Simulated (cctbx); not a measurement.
## Lattice, Laue class and space group of a new crystal

Cell: a = 3.8480 Å, b = 14.9470 Å, c = 6.3820 Å, α = 90.00°, β = 93.65°, γ = 90.00°. Expected content of the cell: Cu4 Mn4 K2 S8.

The data are simulated with cctbx, not measured: Mo Kα, λ = 0.71073 Å, to d = 0.6 Å, 80 % of the full sphere, strongest reflection 40000 counts, noise from counting, a 3 % proportional error and a noise floor of 4 counts (s.d.); no absorption, some extinction.

A first pass over the reflections prints:

```text
5756 reflections to d = 0.600 A
centring   violations  <I/sigma> of those
    A       2172 of  2879     11.7
    B       2130 of  2912     10.6
    C       2152 of  2873     11.7
    I       2059 of  2895     10.5
    R       2876 of  3851     11.6
    F       3227 of  4332     11.3
Laue class    unique    Rint  (classes that these axes allow; Friedel mates merged)
P -1             3443   0.026
P 1 2/m 1        1840   0.030
space group    extra absences  I>4sigma  <I/sigma>
P 1 2 1                 0          0         -  acentric
P 1 21 1               19          0      -0.1  acentric
P 1 m 1                 0          0         -  acentric
P 1 2/m 1               0          0         -  centric
P 1 21/m 1             19          0      -0.1  centric
Wilson B = 1.62 A^2   <|E^2-1|> = 0.938 (0.968 centric, 0.736 acentric)   E^2>4: 3.1 %
shell (A)         n   <I/sigma>
14.95 - 1.20    240     30.4
 1.20 - 0.95    224     26.6
 0.95 - 0.83    239     22.0
 0.83 - 0.76    217     16.9
 0.76 - 0.70    234     16.1
 0.70 - 0.66    228     14.4
 0.66 - 0.63    224     12.4
 0.63 - 0.60    234      9.8
```

Q: Read the symmetry from these tables.

Every centring test has many violations, so the lattice is primitive.

Rint stays low (0.026 to 0.030) up to P 1 2/m 1, the highest class in these axes.

5 settings pass the absence test. The most absences obeyed, 19, belong to P 1 21 1 and P 1 21/m 1, which absences can't tell apart.

⟨|E²−1|⟩ = 0.938 leans to a centrosymmetric structure. The Wilson B of 1.62 Å² means U ≈ 0.0205 Å².

The true group is P2_1/m (no. 11), Laue class 2/m, centrosymmetric. The tables only narrow the choice to the tied entries; cell content, site symmetry and trial solutions must settle it.

The model was made for the exercise: a known structure type with other elements put in, its volume estimated, not relaxed; displacement parameters are assumed.

[Logs are printed without paths, hosts, clocks, repeated set-up lines and the standing remarks that a program may print on its own settings, such as how far it seeks lower states.]
